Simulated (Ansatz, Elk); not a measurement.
# Bonding as seen by X-rays: TiFe3B

Structure refinements treat a crystal as free atoms side by side. For a made-up structure of TiFe3B (cell and positions from a PBEsol relaxation) the runs below show what the calculated density changes in F(hkl).

Main program and level: Elk 11.2.3 (patched build); DFT, PBE, all-electron APW+lo, Dirac cores, scalar-relativistic bands, static density, no spin.

The structure was built from a prototype and need not be the compound's stable phase.

## Step 1: Set-up

Symmetry: Pm-3m, No. 221, cubic system. Conventional cell: a = 3.746 Å, b = 3.746 Å, c = 3.746 Å, α = 90.00°, β = 90.00°, γ = 90.00°. Nearest to Fe lie 2 B at 1.87 Å and 4 Ti at 2.65 Å and 8 Fe at 2.65 Å. Nearest to Ti lie 12 Fe at 2.65 Å. B has 6 Fe at 1.87 Å nearest. Farther neighbours are not listed.

## Step 2: Ground state and structure factors

An all-electron density is needed, since X-rays see the cores too. Task 0 finds the density and task 195 Fourier-transforms it; tshift is off so that phases refer to the origin typed.

The input, elk.in:

```
tasks
  0
  195

xctype
  20

spinpol
  .false.

rgkmax
  7.0

gmaxvr
  14.0

lmaxo
  7

lmaxapw
  8

swidth
  0.002

tshift
  .false.

ramdisk
  .false.

hmaxvr
  5.5

maxscl
  120

epspot
  1e-06

sppath
  './'

avec
  7.07855990778 0.00000000000 -0.00000000000
  0.00000000000 7.07855990778 0.00000000000
  -0.00000000000 0.00000000000 7.07689220396

atoms
  3
  'Fe.in'
  3
  0.5000000000 0.0000000000 0.5721061918   0.000000 0.000000 0.000000
  -0.0000000000 0.5000000000 0.5721061918   0.000000 0.000000 0.000000
  0.5000000000 0.5000000000 0.0720980981   0.000000 0.000000 0.000000
  'Ti.in'
  1
  0.0000000000 0.0000000000 0.0720887731   0.000000 0.000000 0.000000
  'B.in'
  1
  0.5000000000 0.5000000000 0.5721007452   0.000000 0.000000 0.000000

ngridk
  6 6 6
```

Command:

```bash
OMP_NUM_THREADS=4 elk
```

Numbers of over 12 decimals in the logs are rounded to 6 here.

Log:

```text
┌─────────────────────────┐
│ Elk code version 11.2.3 │
└─────────────────────────┘

All units are atomic (Hartree, Bohr, etc.)

┌─────────────────────────────────────────────────┐
│ Ground-state run starting from atomic densities │
└─────────────────────────────────────────────────┘

Lattice vectors :
   7.078559908       0.000000000      -0.000000000
   0.000000000       7.078559908       0.000000000
  -0.000000000       0.000000000       7.076892204

Reciprocal lattice vectors :
  0.8876360996      -0.000000000       0.000000000
  -0.000000000      0.8876360996      -0.000000000
   0.000000000      -0.000000000      0.8878452753

Unit cell volume      :    354.5948341
Brillouin zone volume :   0.6995313794

Muffin-tin inner radius fraction :   0.1000000000E-01

Nuclei treated as point charges

Species : 1 (Fe)
 parameters loaded from : Fe.in
 name : iron
 nuclear charge    :   -26.00000000
 electronic charge :    26.00000000
 atomic mass :    101799.2075
 muffin-tin radius :    1.993387068
 number of radial points in muffin-tin :    993
 inner part over the whole radius :   0.9977037929E-02
 number on inner part of muffin-tin    :    697
 approximate nuclear radius :   0.7160107270E-04
 number of mesh points to nuclear radius :    336
 atomic positions (lattice), magnetic fields (Cartesian) :
  1 :   0.50000000  0.00000000  0.57210619    0.00000000  0.00000000  0.00000000
  2 :   0.00000000  0.50000000  0.57210619    0.00000000  0.00000000  0.00000000
  3 :   0.50000000  0.50000000  0.07209810    0.00000000  0.00000000  0.00000000

Species : 2 (Ti)
 parameters loaded from : Ti.in
 name : titanium
 nuclear charge    :   -22.00000000
 electronic charge :    22.00000000
 atomic mass :    87256.20317
 muffin-tin radius :    2.400000000
 number of radial points in muffin-tin :    993
 inner part over the whole radius :   0.9985722337E-02
 number on inner part of muffin-tin    :    699
 approximate nuclear radius :   0.6805665174E-04
 number of mesh points to nuclear radius :    325
 atomic positions (lattice), magnetic fields (Cartesian) :
  1 :   0.00000000  0.00000000  0.07208877    0.00000000  0.00000000  0.00000000

Species : 3 (B)
 parameters loaded from : B.in
 name : boron
 nuclear charge    :   -5.000000000
 electronic charge :    5.000000000
 atomic mass :    19707.24742
 muffin-tin radius :    1.495040301
 number of radial points in muffin-tin :    593
 inner part over the whole radius :   0.9822153337E-02
 number on inner part of muffin-tin    :    402
 approximate nuclear radius :   0.4534157419E-04
 number of mesh points to nuclear radius :    163
 atomic positions (lattice), magnetic fields (Cartesian) :
  1 :   0.50000000  0.50000000  0.57210075    0.00000000  0.00000000  0.00000000

Total number of atoms per unit cell :    5
Total muffin-tin volume :    171.4402855
 ratio of muffin-tin to unit cell volume :   0.4834821860

Spin treatment :
 spin-unpolarised

Number of Bravais lattice symmetries :   16
Number of crystal symmetries         :    8
Crystal has no inversion symmetry
Complex Hermitian eigensolver will be used

k-point grid :      6     6     6
k-point offset :    0.000000000       0.000000000       0.000000000
k-point set is reduced with full crystal symmetry group
Total number of k-points :       60

Muffin-tin radius times maximum |G+k| :    7.000000000
 using average radius
Maximum |G+k| for APW functions       :    3.544231476
Maximum (1/2)|G+k|²                   :    6.280788376
Maximum |G| for potential and density :    14.00000000
Constant for pseudocharge density :    8
 order of it for each species :   15  15  15
 order of it for pair densities of each species (exact exchange by exxq0 0: 16) :   10  14   4
Radial integration step length :    1

G-vector grid sizes :     32    32    32
Number of G-vectors :    16375

Maximum angular momentum used for
 APW functions            :    8
 outer part of muffin-tin :    7
 inner part of muffin-tin :    2

Total nuclear charge    :   -105.0000000
[...]
correlation                 :     -4.810949
 electron entropic           :    -0.17332224134012E-02
 total energy                :     -4698.2173601122

Density of states at Fermi energy :    127.0179764
 (states/Hartree/unit cell)

Estimated indirect band gap :   0.1999668324E-02
 from k-point 36 to k-point 9
Estimated direct band gap   :   0.6202195506E-02
 at k-point 44

Charges :
 core                        :    42.00000000
 valence                     :    63.00000000
 interstitial                :    8.735793608
 muffin-tins (core leakage)
  species : 1 (Fe)
   atom 1                    :    24.26125691     ( -0.2150596252E-06)
[...]
species : 2 (Ti)
[...]
species : 3 (B)
[...]
total in muffin-tins        :    96.26420639
 total calculated charge     :    104.9993839
 total charge                :    105.0000000
 error                       :   0.6161488543E-03

RMS change in Kohn-Sham potential (target) :    1.944688885     (  0.1000000000E-05)
Absolute change in total energy (target)   :   0.5254424174E-01 (  0.1000000000E-03)

[... loops 3 to 22 left out ...]

┌──────────────────┐
│ Loop number : 23 │
└──────────────────┘

Energies :
 Fermi                       :     0.382880
 sum of occupied eigenvalues :     -2711.4658309148
 electron kinetic            :      4757.2881849402
 core electron kinetic       :      4264.0691133802
 Coulomb                     :     -9240.2164970250
 Coulomb potential           :     -7190.8922640208
 nuclear-nuclear             :     -834.37351592947
 electron-nuclear            :     -9649.3600436724
 Hartree                     :      1243.5170625768
 Madelung                    :     -5644.7703650146
 xc potential                :     -277.86175183419
 exchange                    :     -209.34463173218
 correlation                 :     -4.815885
 electron entropic           :    -0.15629879915319E-02
 total energy                :     -4697.0903918387

Density of states at Fermi energy :    117.0415371
 (states/Hartree/unit cell)

Estimated indirect band gap :   0.9066804891E-03
 from k-point 56 to k-point 2
Estimated direct band gap   :   0.3172511330E-02
 at k-point 33

Charges :
 core                        :    42.00000000
 valence                     :    63.00000000
 interstitial                :    8.374737892
 muffin-tins (core leakage)
  species : 1 (Fe)
[...]
species : 2 (Ti)
[...]
species : 3 (B)
[...]
total in muffin-tins        :    96.62526211
 total calculated charge     :    104.9994356
 total charge                :    105.0000000
 error                       :   0.5644452045E-03

RMS change in Kohn-Sham potential (target) :   0.5861908099E-06 (  0.1000000000E-05)
Absolute change in total energy (target)   :   0.3106073564E-05 (  0.1000000000E-03)

Convergence targets achieved

┌──────────────────┐
│ Loop number : 24 │
└──────────────────┘

Energies :
 Fermi                       :     0.382880
 sum of occupied eigenvalues :     -2711.4658308166
 electron kinetic            :      4757.2881841990
 core electron kinetic       :      4264.0691134544
 Coulomb                     :     -9240.2164969340
 Coulomb potential           :     -7190.8922636950
 nuclear-nuclear             :     -834.37351592947
 electron-nuclear            :     -9649.3600438569
 Hartree                     :      1243.5170628524
 Madelung                    :     -5644.7703650865
 xc potential                :     -277.86175132063
 exchange                    :     -209.34463172798
 correlation                 :     -4.815885
 electron entropic           :    -0.15629880513778E-02
 total energy                :     -4697.0903924827

Density of states at Fermi energy :    117.0415418
 (states/Hartree/unit cell)

Estimated indirect band gap :   0.9066810034E-03
 from k-point 56 to k-point 2
Estimated direct band gap   :   0.3172510425E-02
 at k-point 33

Charges :
 core                        :    42.00000000
 valence                     :    63.00000000
 interstitial                :    8.374737924
 muffin-tins (core leakage)
  species : 1 (Fe)
[...]
atom 3                    :    24.23477836     ( -0.2150643734E-06)
  species : 2 (Ti)
   atom 1                    :    20.38543320     ( -0.2204293956E-06)
  species : 3 (B)
   atom 1                    :    3.536089741     (  0.5868473999E-03)
 total in muffin-tins        :    96.62526208
 total calculated charge     :    104.9994356
 total charge                :    105.0000000
 error                       :   0.5644451941E-03

┌──────────────────────────────┐
│ Self-consistent loop stopped │
└──────────────────────────────┘

Warning : core states of species 3 leak from the muffin-tin :   0.5868473999E-03

Wrote STATE.OUT
```

Wall time 77 s (4 threads of Arm Neoverse V1, shared host); peak memory 0.16 GiB; 4.6 min of CPU time.

SFACRHO.OUT:

```text

h k l indices transformed by vhmat matrix:
   1.000000000       0.000000000       0.000000000    
   0.000000000       1.000000000       0.000000000    
   0.000000000       0.000000000       1.000000000    

      h      k      l  multipl.   |H|            Re(F)            Im(F)           |F|

      0      0      0      1   0.0000000       105.00000     -0.93058614E-19   105.00000    
      1      0      0      4  0.88763610      -8.2022740      0.24879877E-13   8.2022740    
      0      0     -1      1  0.88784528      -7.3729393       3.5927910       8.2017304    
      0      0      1      1  0.88784528      -7.3729393      -3.5927910       8.2017304    
     -1      1      0      4   1.2553070      -1.1348735     -0.39179661E-15   1.1348735    
     -1      0     -1      4   1.2554549      -1.0200671      0.49759038       1.1349595    
      0     -1      1      4   1.2554549      -1.0200671     -0.49759038       1.1349595    
     -1     -1     -1      4   1.5375516       61.942032      -30.152432       68.891106    
     -1     -1      1      4   1.5375516       61.942032       30.152432       68.891106    
     -2      0      0      4   1.7752722       69.064737      0.42044569E-13   69.064737    
      0      0     -2      1   1.7756906       42.597716      -54.351109       69.055111    
      0      0      2      1   1.7756906       42.597716       54.351109       69.055111    
      1     -2      0      8   1.9848147      -5.5339938      0.17787946E-13   5.5339938    
      0      2      1      4   1.9849082      -4.9742637      -2.4242306       5.5335516    
      2      0     -1      4   1.9849082      -4.9742637       2.4242306       5.5335516    
     -1      0     -2      4   1.9851889      -3.4118580       4.3556890       5.5328836    
      0      1      2      4   1.9851889      -3.4118580      -4.3556890       5.5328836    
     -1     -2     -1      8   2.1743409      -1.2635079      0.61583677       1.4055985
```

Elk indexes on the primitive cell of elk.in and gives |H| = 4π sin θ/λ in inverse bohr. Below, one row stands for each form hkl of the conventional cell (m members, Friedel mates merged), F is for one primitive cell and the density is static (no thermal factor). Free-atom factors are Waasmaier and Kirfel's, and R is Σm||F|−|F'||/Σm|F|.

```tsv
hkl	m	sin θ/λ (Å⁻¹)	abs F, DFT	neutral atoms	diff.	abs of complex diff.
100	6	0.134	8.202	7.788	+0.415	0.415
110	12	0.189	1.135	1.227	-0.092	0.092
111	8	0.231	68.891	69.665	-0.774	0.774
200	6	0.267	69.065	69.649	-0.584	0.584
210	24	0.298	5.534	5.538	-0.004	0.004
211	24	0.327	1.406	1.531	-0.125	0.125
220	12	0.378	56.208	56.396	-0.188	0.188
300	6	0.400	4.417	4.665	-0.248	0.248
221	24	0.401	4.502	4.665	-0.162	0.162
310	24	0.422	1.200	1.216	-0.016	0.016
311	24	0.443	46.757	46.756	+0.001	0.001
222	8	0.462	48.228	48.237	-0.009	0.009
320	24	0.481	3.980	4.039	-0.060	0.060
321	48	0.499	0.908	0.841	+0.066	0.066
```

## Step 3: The highest occupied states alone

An energy window below the Fermi level keeps the highest occupied states, to see at which angles they scatter; shallow core shells can lie inside it and anion s states outside. No new self-consistency is needed.

Edit elk.in of step 2 so:

```diff
@@ -1,3 +1,2 @@
 tasks
-  0
   195
@@ -40,2 +39,5 @@
 
+wsfac
+  -0.058110 0.682880
+
 sppath
```

Command:

```bash
OMP_NUM_THREADS=4 elk
```

Log:

```text
┌─────────────────────────────────┐
│ Elk code version 11.2.3 started │
└─────────────────────────────────┘

Info(readinput): the functional depends on the density's gradient
 muffin-tin radial points multiplied by    2.00000
 (not where nrmtscf is given)

┌────────────────────┐
│ Current task : 195 │
└────────────────────┘
Info(checkmt): changed muffin-tin radius of species 1 (Fe) from   2.4000 to   1.9934
Info(checkmt): changed muffin-tin radius of species 3 (B) from   1.8000 to   1.4950

Info(sfacrho): density structure factors written to SFACRHO.OUT

 Energy window :  -0.5811000000E-01  0.6828800000

┌──────────────────┐
│ Elk code stopped │
└──────────────────┘
```

Elapsed: 7.1 s, on 4 threads; peak memory 0.17 GiB; 11 s of CPU time.

States within 12 eV below the Fermi level hold 31.00 electrons; any levels below the window count with the cores. Their amplitudes can exceed the total, where window and core parts have opposite phase:

```tsv
hkl	sin θ/λ (Å⁻¹)	abs F, window	abs F, all
100	0.134	5.739	8.202
110	0.189	2.213	1.135
111	0.231	9.869	68.891
200	0.267	9.182	69.065
210	0.298	2.259	5.534
211	0.327	1.632	1.406
220	0.378	5.298	56.208
300	0.400	1.047	4.417
221	0.401	1.152	4.502
310	0.422	1.206	1.200
```

## Step 4: Another functional

The difference from free atoms is small, so it is set against the change that LDA (Perdew-Wang) makes.

Edit elk.in of step 3 so:

```diff
@@ -1,2 +1,3 @@
 tasks
+  0
   195
@@ -4,3 +5,3 @@
 xctype
-  20
+  3
 
@@ -39,5 +40,2 @@
 
-wsfac
-  -0.058110 0.682880
-
 sppath
```

Command:

```bash
OMP_NUM_THREADS=4 elk
```

Log:

```text
┌─────────────────────────┐
│ Elk code version 11.2.3 │
└─────────────────────────┘

All units are atomic (Hartree, Bohr, etc.)

┌─────────────────────────────────────────────────┐
│ Ground-state run starting from atomic densities │
└─────────────────────────────────────────────────┘

Lattice vectors :
   7.078559908       0.000000000      -0.000000000
   0.000000000       7.078559908       0.000000000
  -0.000000000       0.000000000       7.076892204

Reciprocal lattice vectors :
  0.8876360996      -0.000000000       0.000000000
[...]
muffin-tins (core leakage)
  species : 1 (Fe)
[...]
species : 2 (Ti)
   atom 1                    :    20.40580903     ( -0.3536580806E-05)
  species : 3 (B)
   atom 1                    :    3.535219663     (  0.6300326072E-03)
 total in muffin-tins        :    96.68983795
 total calculated charge     :    104.9993973
 total charge                :    105.0000000
 error                       :   0.6027169376E-03

┌──────────────────────────────┐
│ Self-consistent loop stopped │
└──────────────────────────────┘

Warning : core states of species 3 leak from the muffin-tin :   0.6300326072E-03

Wrote STATE.OUT
[key lines of the parts left out:]
total energy                :     -4688.4140268233
```

Elapsed: 51 s, on 4 threads; peak memory 0.17 GiB.

Against the first run R = 0.12 %; the largest change is -0.046 at 220.

## Step 5: Basis size

The basis and the expansions that go with it are enlarged, to see whether the differences are converged.

Edit elk.in of step 4 so:

```diff
@@ -5,3 +5,3 @@
 xctype
-  3
+  20
 
@@ -11,12 +11,12 @@
 rgkmax
-  7.0
+  8.5
 
 gmaxvr
-  14.0
+  18.0
 
 lmaxo
-  7
+  9
 
 lmaxapw
-  8
+  10
```

Command:

```bash
OMP_NUM_THREADS=4 elk
```

Log:

```text
┌─────────────────────────┐
│ Elk code version 11.2.3 │
└─────────────────────────┘

All units are atomic (Hartree, Bohr, etc.)

┌─────────────────────────────────────────────────┐
│ Ground-state run starting from atomic densities │
└─────────────────────────────────────────────────┘

Lattice vectors :
   7.078559908       0.000000000      -0.000000000
   0.000000000       7.078559908       0.000000000
  -0.000000000       0.000000000       7.076892204

Reciprocal lattice vectors :
  0.8876360996      -0.000000000       0.000000000
[...]
muffin-tins (core leakage)
  species : 1 (Fe)
[...]
species : 2 (Ti)
   atom 1                    :    20.38938428     ( -0.2204294045E-06)
  species : 3 (B)
   atom 1                    :    3.542219742     (  0.5874546536E-03)
 total in muffin-tins        :    96.67181319
 total calculated charge     :    104.9994064
 total charge                :    105.0000000
 error                       :   0.5935896612E-03

┌──────────────────────────────┐
│ Self-consistent loop stopped │
└──────────────────────────────┘

Warning : core states of species 3 leak from the muffin-tin :   0.5874546536E-03

Wrote STATE.OUT
[key lines of the parts left out:]
total energy                :     -4697.1198987965
```

It took 3.5 min on 4 threads; peak memory 0.27 GiB; 13 min of CPU time.

Against the first run R = 0.04 %; the largest change is -0.016 at 400.

## Step 6: Settings against the effect

```tsv
run	R against the first run (%)	R against neutral atoms, low angle (%)	wall time
PBE, rgkmax 7	0.00	1.15	77 s
LDA (Perdew-Wang)	0.12	1.15	51 s
rgkmax 8.5 with larger expansions	0.04	1.13	3.5 min
```

## Step 7: Outcome

```
R against neutral atoms, sin θ/λ < 0.3 Å⁻¹ : 1.15 %
R against neutral atoms, 0.3 to 0.82 Å⁻¹   : 0.74 %
```

In words: Independent neutral atoms miss the calculated amplitudes by R = 1.15 % below 0.3 Å⁻¹ and 0.74 % from there to 0.82 Å⁻¹; by shells, 5.06 % below 0.15 Å⁻¹ (1 form), 0.98 % 0.15 to 0.3 (4 forms), 0.55 % 0.3 to 0.45 (6 forms), 0.79 % above 0.45 (33 forms). Bonding, aspherical density and the tables' own atoms all enter these figures, and the runs don't part them. The largest change of an amplitude is -0.77 electrons, at 111. Weak lines can change much in proportion: 510 goes from 0.03 to 0.15. The window's part falls from 31.0 electrons at the origin to at most 3.36 between 0.45 and 0.82 Å⁻¹, where compact states inside the window still scatter. Below 0.3 Å⁻¹ the changes that finished (LDA (Perdew-Wang) and rgkmax 8.5 with larger expansions) move F by R = 0.03 % at most, against the 1.15 % that separates it from free atoms. The k-mesh has no finished test. These runs have no spin, though d or f shells may be open. Part of the difference isn't bonding: the tables are fits to free atoms and ions calculated by other methods than this functional. Thermal motion, anomalous dispersion and extinction are left out.

[Logs are printed without paths, hosts, clocks, repeated set-up lines and the standing remarks that a program may print on its own settings, such as how far it seeks lower states.]

[Hosts, paths, dates, database ids (printed as entryN), source tags and the programs' standing remarks are cut or masked in the printed files.]
